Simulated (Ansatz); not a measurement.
## Dielectric function and optical constants of KGeF3 (model structure)

Aim: the dielectric function of KGeF3 (model structure), and the optical constants that follow from it. The structure is a model built here, which may or may not match a known phase. It was built so: All Pb replaced by Ge and Rb replaced by K in the Pm-3m structure of RbPbF3.

Program: Ansatz 0.2.0. Level of theory: DFT, PBE, plane-wave PAW, default files, scalar-relativistic, independent-particle optical response without local fields. Results are calculated unless marked as measured.

Most raw output is cut from this account.

### 1. The structure

Symmetry: Pm-3m, No. 221, cubic system. Conventional cell: a = 4.511 Å, b = 4.511 Å, c = 4.511 Å, α = 90.00°, β = 90.00°, γ = 90.00°. Nearest to Ge lie 6 F at 2.26 Å. Nearest to K lie 12 F at 3.19 Å. F has 2 Ge at 2.26 Å and 4 K at 3.19 Å nearest. All Pb replaced by Ge and Rb replaced by K in the Pm-3m structure of RbPbF3. Farther neighbours and most contacts between anions are not listed.

### 2. Relaxation

Spectra hang on bond lengths, so the cell is first brought to its minimum.

This step: DFT, PBE, plane-wave PAW, default files, scalar-relativistic, relaxation (Ansatz 0.2.0).

input.yaml reads:

```yaml
crystal:
  lattice:
    - [4.51134652, 0.0, 0.0]
    - [0.0, 4.51134652, 0.0]
    - [0.0, 0.0, 4.51134652]
  atoms:
    - { symbol: Ge, position: [0.5, 0.5, 0.5] }
    - { symbol: K, position: [0.0, 0.0, 0.0] }
    - { symbol: F, position: [0.5, 0.5, 0.0] }
    - { symbol: F, position: [0.5, 0.0, 0.5] }
    - { symbol: F, position: [0.0, 0.5, 0.5] }
kpoints:
  mp_grid: { grid: [5, 5, 5] }
scf:
  occupations: { method: fermi_dirac, width: 0.05 }
hamiltonian:
  xc: pbe
  pseudopotentials: { kind: paw }
output:
  forces: true
  stress: true
relax:
  f_tol: 0.02
  max_steps: 50
  cell: {}
```

Run with:

```
$ ansatz run input.yaml --threads 2 --pin off --max-ram 5120MiB --backend cpu --events-out ev --progress --plain --runs-dir out
```

Elapsed: 5.2 s, on 2 threads of Arm Neoverse V1, shared host; peak memory 0.35 GiB; 9.3 s of CPU time.

The steps of the relaxation:

| step | energy less that of the first step (eV) | largest force component (eV/Å) | pressure (GPa) | volume (Å³) |
| --- | --- | --- | --- | --- |
| 1 | 0.0000 | 0.0000 | -1.90 | 91.82 |
| 2 | -0.0275 | 0.0000 | -0.30 | 88.92 |
| 3 | -0.0293 | 0.0000 | 0.01 | 88.41 |
| 4* | -0.0229 | 0.0000 | -0.16 | 88.41 |
| 5 | -0.0237 | 0.0000 | 0.00 | 88.15 |
| 6* | -0.0230 | 0.0000 | -0.01 | 88.15 |

Relaxation steps marked * repeat the geometry before them on a plane-wave basis chosen anew for their cell, so energy and pressure can jump there.

The run keeps the 48 symmetry operations that it works with, so distortions that break them were not tested.

| conventional cell, symmetrised | before | after | change |
| --- | --- | --- | --- |
| a (Å) | 4.511 | 4.450 | -1.3 % |
| b (Å) | 4.511 | 4.450 | -1.3 % |
| c (Å) | 4.511 | 4.450 | -1.3 % |
| volume (Å³/atom) | 18.36 | 17.63 | -4.0 % |

The relaxation ends with a pressure of -0.01 GPa.

### 3. Ground state and bands

First the ground state: is it a metal or has it a gap?

This step: DFT, PBE, plane-wave PAW, default files, scalar-relativistic, ground state (Ansatz 0.2.0).

input.yaml reads:

```yaml
crystal:
  lattice:
    - [4.4504620161, 0.0, 0.0]
    - [0.0, 4.4504620161, 0.0]
    - [0.0, 0.0, 4.4504620161]
  atoms:
    - { symbol: Ge, position: [0.5, 0.5, 0.5] }
    - { symbol: K, position: [0.0, 0.0, 0.0] }
    - { symbol: F, position: [0.5, 0.5, 0.0] }
    - { symbol: F, position: [0.5, 0.0, 0.5] }
    - { symbol: F, position: [0.0, 0.5, 0.5] }
kpoints:
  mp_grid: { grid: [5, 5, 5] }
  band_path:
    path:
      - [[0.0, 0.0, 0.0], [0.0, 0.5, 0.0], [0.5, 0.5, 0.0], [0.0, 0.0, 0.0], [0.5, 0.5, 0.5], [0.0, 0.5, 0.0]]
      - [[0.5, 0.5, 0.0], [0.5, 0.5, 0.5]]
    npoints: 11
scf:
  occupations: { method: fermi_dirac, width: 0.05 }
  n_extra_bands: 9
hamiltonian:
  xc: pbe
  pseudopotentials: { kind: paw }
output:
  forces: true
  stress: true
  populations: true
  write_bands: true
```

The job ended after 2.7 s (2 threads; peak memory 0.37 GiB; 5.2 s of CPU time).

Read-outs, printed or worked out from the files:

```
free energy                  : -8261.1450 eV
Fermi energy                 : 6.188 eV
gap by band count            : 3.041 eV
electrons                    : 44
symmetry operations          : 48
pressure                     : -0.01398 GPa
gap on the k-mesh            : 3.041 eV
volume                       : 88.15 Å³
gap on the path              : 1.989 eV
least direct gap on the path : 1.989 eV
```

There is a gap, 1.99 eV on the path, so no carriers' term is needed. The cell is left with a pressure of 0.0 GPa after its relaxation.

The electronic bands at the labelled points (eV, zero at the Fermi level; v1 is the highest filled band, c1 the lowest empty one):

| point | v4 | v3 | v2 | v1 | c1 | c2 | c3 | c4 |
| --- | --- | --- | --- | --- | --- | --- | --- | --- |
| Γ | -5.56 | -5.52 | -5.52 | -5.52 | 2.60 | 4.47 | 4.47 | 4.90 |
| 0.45 of the way | -5.61 | -5.55 | -5.55 | -4.84 | 2.64 | 4.17 | 4.61 | 4.61 |
| X | -5.68 | -5.58 | -5.58 | -3.46 | 1.68 | 4.36 | 4.36 | 5.16 |
| 0.45 of the way | -5.66 | -5.65 | -5.38 | -3.02 | 1.72 | 3.31 | 4.34 | 5.07 |
| M | -5.78 | -5.78 | -5.19 | -2.04 | 1.75 | 1.75 | 4.32 | 4.85 |
| 0.45 of the way | -5.65 | -5.63 | -5.38 | -3.73 | 2.70 | 2.96 | 4.43 | 4.70 |
| Γ | -5.56 | -5.52 | -5.52 | -5.52 | 2.60 | 4.47 | 4.47 | 4.90 |
| 0.45 of the way | -5.45 | -5.45 | -5.40 | -3.73 | 3.00 | 3.18 | 3.18 | 5.03 |
| R | -5.18 | -5.18 | -5.18 | -0.82 | 1.17 | 1.17 | 1.17 | 6.32 |
| 0.45 of the way | -5.42 | -5.40 | -5.29 | -2.31 | 1.55 | 2.54 | 2.90 | 5.38 |
| X | -5.68 | -5.58 | -5.58 | -3.46 | 1.68 | 4.36 | 4.36 | 5.16 |
| jump to M | -5.78 | -5.78 | -5.19 | -2.04 | 1.75 | 1.75 | 4.32 | 4.85 |
| 0.45 of the way | -5.43 | -5.43 | -5.19 | -1.72 | 1.49 | 1.49 | 2.97 | 5.28 |
| R | -5.18 | -5.18 | -5.18 | -0.82 | 1.17 | 1.17 | 1.17 | 6.32 |

### 4. Spectrum

With the density converged, the vertical transitions are summed over the zone.

This step: DFT, PBE, plane-wave PAW, default files, scalar-relativistic, independent-particle optical response without local fields (Ansatz 0.2.0).

input.yaml, the sections that differ from step 3:

```yaml
kpoints:
  mp_grid: { grid: [5, 5, 5] }
scf:
  occupations: { method: fixed }
output:
  optics:
    e_range: [0, 40]
    de: 0.05
    sigma: 0.15
    nscf_kmesh: { grid: [6, 6, 6] }
    bands: auto
# crystal, hamiltonian: as in step 3
```

Wall time 36 s (2 threads); peak memory 0.82 GiB.

Numbers from this step:

```
electronic dielectric constant ε∞, mean over x, y and z (by symmetry where fewer were run)                                                          : 3.670
absorption onset, first axis (α over 10⁴ cm⁻¹, or the direct gap if that lies higher)                                                               : 1.989 eV
main peak of Im epsilon, first axis                                                                                                                 : 3.931 eV
centre of weight of the strongest loss peak in the window                                                                                           : 23.68 eV
photocurrent from vertical transitions in a film 500 nm thick on a perfect mirror (two passes), AM1.5G, no front reflection, all carriers collected : 14.28 mA/cm²
least direct gap on the mesh                                                                                                                        : 1.989 eV
bands summed                                                                                                                                        : 97
spectra valid up to                                                                                                                                 : 45.43 eV
program's estimate of the k-sum error in Im epsilon                                                                                                 : 0.09 %
electrons in the f-sum                                                                                                                              : 24.44
```

The Im ε, any direction has structure finer than the step of the table below, so its rows give means over 1 eV, whole bins alone (the curve runs from 0 to 35.6 eV). Peaks (eV: height): 3.9: 3.85, 8.2: 2.53, 11.9: 1.79, 20.0: 1.91, 21.4: 3.58.

Im ε, any direction against photon energy; means over each step:

| photon energy (eV) | Im ε, any direction |
| --- | --- |
| 1 | 0 |
| 2 | 0.421 |
| 3 | 1.72 |
| 4 | 3.46 |
| 5 | 2.83 |
| 6 | 0.838 |
| 7 | 1.15 |
| 8 | 2.39 |
| 9 | 1.41 |
| 10 | 0.888 |
| 11 | 1.07 |
| 12 | 1.55 |
| 13 | 1.20 |
| 14 | 0.905 |
| 15 | 0.700 |
| 16 | 0.586 |
| 17 | 0.668 |
| 18 | 0.864 |
| 19 | 0.971 |
| 20 | 1.47 |
| 21 | 2.08 |
| 22 | 2.02 |
| 23 | 0.576 |
| 24 | 0.455 |
| 25 | 0.347 |
| 26 | 0.334 |
| 27 | 0.322 |
| 28 | 0.465 |
| 29 | 0.324 |
| 30 | 0.322 |
| 31 | 0.292 |
| 32 | 0.252 |
| 33 | 0.299 |
| 34 | 0.244 |
| 35 | 0.220 |

Re ε, any direction against photon energy:

| photon energy (eV) | Re ε, any direction |
| --- | --- |
| 0 | 3.67 |
| 1 | 3.81 |
| 2 | 4.77 |
| 3 | 4.63 |
| 4 | 3.23 |
| 5 | 1.09 |
| 6 | 1.28 |
| 7 | 2.50 |
| 8 | 1.79 |
| 9 | 0.909 |
| 10 | 1.12 |
| 11 | 1.82 |
| 12 | 1.23 |
| 13 | 0.795 |
| 14 | 0.854 |
| 15 | 1.06 |
| 16 | 1.14 |
| 17 | 1.32 |
| 18 | 1.68 |
| 19 | 1.55 |
| 20 | 1.64 |
| 21 | 2.01 |
| 22 | -1.14 |
| 23 | -0.0498 |
| 24 | 0.288 |
| 25 | 0.438 |
| 26 | 0.553 |
| 27 | 0.687 |
| 28 | 0.568 |
| 29 | 0.672 |
| 30 | 0.680 |
| 31 | 0.672 |
| 32 | 0.749 |
| 33 | 0.738 |
| 34 | 0.728 |
| 35 | 0.759 |

Values under 1 per cm are given as 1. Table of absorption coefficient, any direction by photon energy:

| photon energy (eV) | absorption coefficient, any direction (1/cm) |
| --- | --- |
| 0.00 | 1 |
| 2.00 | 12224 |
| 4.00 | 3.8e5 |
| 6.00 | 1.9e5 |
| 8.00 | 6.4e5 |
| 10.00 | 4.3e5 |
| 12.00 | 8.2e5 |
| 14.00 | 6.8e5 |
| 16.00 | 4.2e5 |
| 18.00 | 6.2e5 |
| 20.00 | 1.3e6 |
| 22.00 | 3.1e6 |
| 24.00 | 8.6e5 |
| 26.00 | 5.5e5 |
| 28.00 | 8.3e5 |
| 30.00 | 5.6e5 |
| 32.00 | 4.7e5 |
| 34.00 | 4.6e5 |

The loss function −Im 1/ε at q → 0, any direction has structure finer than the step of the table below, so its rows give means over 1 eV, whole bins alone (the curve runs from 0 to 35.6 eV). Peaks (eV: height): 5.6: 0.601, 8.9: 0.540, 13.2: 0.622, 23.2: 1.89, 28.0: 0.866.

Table of loss function −Im 1/ε at q → 0, any direction by energy loss; means over each step:

| energy loss (eV) | loss function −Im 1/ε at q → 0, any direction |
| --- | --- |
| 1 | 0 |
| 2 | 0.0178 |
| 3 | 0.0688 |
| 4 | 0.149 |
| 5 | 0.334 |
| 6 | 0.358 |
| 7 | 0.141 |
| 8 | 0.278 |
| 9 | 0.496 |
| 10 | 0.394 |
| 11 | 0.250 |
| 12 | 0.377 |
| 13 | 0.536 |
| 14 | 0.535 |
| 15 | 0.443 |
| 16 | 0.321 |
| 17 | 0.281 |
| 18 | 0.262 |
| 19 | 0.295 |
| 20 | 0.315 |
| 21 | 0.276 |
| 22 | 0.447 |
| 23 | 1.63 |
| 24 | 1.61 |
| 25 | 1.12 |
| 26 | 0.780 |
| 27 | 0.535 |
| 28 | 0.740 |
| 29 | 0.604 |
| 30 | 0.565 |
| 31 | 0.526 |
| 32 | 0.406 |
| 33 | 0.470 |
| 34 | 0.415 |
| 35 | 0.360 |

The refractive index n and extinction k by photon energy:

| photon energy (eV) | n | k |
| --- | --- | --- |
| 0 | 1.92 | 0 |
| 1 | 1.95 | 0 |
| 2 | 2.18 | 0.0603 |
| 3 | 2.19 | 0.382 |
| 4 | 2.03 | 0.940 |
| 5 | 1.50 | 1.08 |
| 6 | 1.17 | 0.316 |
| 7 | 1.62 | 0.333 |
| 8 | 1.55 | 0.786 |
| 9 | 1.12 | 0.579 |
| 10 | 1.14 | 0.424 |
| 11 | 1.40 | 0.365 |
| 12 | 1.30 | 0.675 |
| 13 | 1.08 | 0.610 |
| 14 | 1.04 | 0.477 |
| 15 | 1.09 | 0.361 |
| 16 | 1.10 | 0.260 |
| 17 | 1.18 | 0.280 |
| 18 | 1.34 | 0.338 |
| 19 | 1.30 | 0.373 |
| 20 | 1.44 | 0.662 |
| 21 | 1.51 | 0.507 |
| 22 | 0.868 | 1.37 |
| 23 | 0.512 | 0.558 |
| 24 | 0.644 | 0.355 |
| 25 | 0.697 | 0.219 |
| 26 | 0.772 | 0.207 |
| 27 | 0.847 | 0.176 |
| 28 | 0.809 | 0.294 |
| 29 | 0.838 | 0.173 |
| 30 | 0.845 | 0.184 |
| 31 | 0.839 | 0.177 |
| 32 | 0.877 | 0.144 |
| 33 | 0.878 | 0.182 |
| 34 | 0.863 | 0.133 |
| 35 | 0.880 | 0.124 |

Optical constants at common wavelengths, from n + ik = √ε:

| wavelength (nm) | n | k | R (%) | 1/α |
| --- | --- | --- | --- | --- |
| 1550 | 1.94 | 0.000 | 10.2 | over 1 mm |
| 633 | 2.17 | 0.043 | 13.6 | 1.2 µm |
| 532 | 2.19 | 0.220 | 14.4 | 192 nm |
| 450 | 2.18 | 0.325 | 14.7 | 110 nm |
| 365 | 2.22 | 0.507 | 16.5 | 57 nm |
| 308 | 2.01 | 0.942 | 19.2 | 26 nm |
| 248 | 1.50 | 1.080 | 19.1 | 18 nm |

Rows near the edge hang on the gap, which this functional as a rule makes too small, and phonon-assisted absorption is left out.

A film 1 µm thick would pass 6 % of daylight and look red, dark in transmission (x = 0.663, y = 0.335). A larger true gap would move the edge to shorter wavelengths and change the colour.

The f-sum over the summed bands holds 24.4 of the cell's 44 electrons outside the frozen cores, 24 of which lie in bands more than 12 eV below the Fermi level, whose transitions come at higher energies. Up to 36 eV the strength has a mean oscillator energy of 10.6 eV, well above the main peak, so higher transitions carry much of it.

### 5. Static response with local fields

Perturbation theory gives the static response with local fields and the functional's kernel, and it needs no empty bands.

This step: DFT, PBE, plane-wave PAW, default files, scalar-relativistic, static field response by perturbation theory with local fields (Ansatz 0.2.0).

input.yaml, as its differences from that of step 4:

```diff
@@ -18,8 +18,2 @@
   pseudopotentials: { kind: paw }
-output:
-  optics:
-    e_range: [0, 40]
-    de: 0.05
-    sigma: 0.15
-    nscf_kmesh: { grid: [6, 6, 6] }
-    bands: auto
+dielectric: {}
```

Wall time 29 s (2 threads); peak memory 0.56 GiB; 56 s of CPU time.

Read-outs, printed or worked out from the files:

| Quantity | Value |
| --- | --- |
| electronic dielectric constant ε∞, mean over x, y and z (by symmetry where fewer were run) | 3.423 |

ε∞ with local fields:

```
3.42 0.00 0.00
0.00 3.42 0.00
0.00 0.00 3.42
```

Diagonal elements. Born, by row:

| atom | Z*xx (e) | Z*yy (e) | Z*zz (e) |
| --- | --- | --- | --- |
| Ge1 | 3.652 | 3.652 | 3.652 |
| K2 | 1.219 | 1.219 | 1.219 |
| F3 | -0.515 | -0.515 | -3.84 |
| F4 | -0.515 | -3.84 | -0.515 |
| F5 | -3.84 | -0.515 | -0.515 |

The ε∞ with local fields is isotropic, 3.42.

### 6. Results

| Item | Value |
| --- | --- |
| gap on the path | 1.99 eV |
| least direct gap on the path | 1.99 eV |
| electronic dielectric constant ε∞, mean over x, y and z (by symmetry where fewer were run) (independent particles) | 3.67 |
| absorption onset, first axis (α over 10⁴ cm⁻¹, or the direct gap if that lies higher) | 1.99 eV |
| main peak of Im epsilon, first axis | 3.93 eV |
| centre of weight of the strongest loss peak in the window, first axis | 23.7 eV |
| photocurrent from vertical transitions in a film 500 nm thick on a perfect mirror (two passes), AM1.5G, no front reflection, all carriers collected | 14.3 mA/cm² |
| electronic dielectric constant ε∞, mean over x, y and z (by symmetry where fewer were run) (static response with local fields) | 3.42 |

**Reading.** At this level (PBE, independent particles) KGeF3 has ε∞ = 3.67 (3.42 with local fields) and n = 1.94 at 1550 nm; absorption sets in near 2.0 eV, and Im ε peaks at 3.9 eV. The cell shrank by 4.0 % in volume. The gap on the path is direct, 1.99 eV. Absorption passes 10⁴ cm⁻¹ from the direct gap on, 1.99 eV, inside the visible range. The strongest loss structure up to 36 eV has its centre of weight at 23.7 eV; a free-electron gas of the 24.4 electrons in the f-sum would put its plasmon at 19.6 eV. Distinct maxima of Im ε, read by a parabola through the highest points, lie at 3.93 eV (3.9), 8.21 eV (2.5), 21.39 eV (3.6) and 21.86 eV (2.9). The f-sum over the summed bands holds 24.4 of the cell's 44 electrons outside the frozen cores, 24 of which lie in bands more than 12 eV below the Fermi level, whose transitions come at higher energies. Up to 36 eV the strength has a mean oscillator energy of 10.6 eV, well above the main peak, so higher transitions carry much of it. A film 1 µm thick would pass 6 % of daylight and look red, dark in transmission (x = 0.663, y = 0.335). A larger true gap would move the edge to shorter wavelengths and change the colour. In the base spectrum excitons and phonon-assisted transitions are missing, and so are local fields; PBE gaps are as a rule too small, which pulls the onset down and ε∞ up. In the base run ε includes the program's bounded estimate of what the bands above those summed add.

[Logs are printed without paths, hosts, clocks, repeated set-up lines and the standing remarks that a program may print on its own settings, such as how far it seeks lower states.]

[Hosts, paths, dates, database ids (printed as entryN), source tags and the programs' standing remarks are cut or masked in the printed files.]
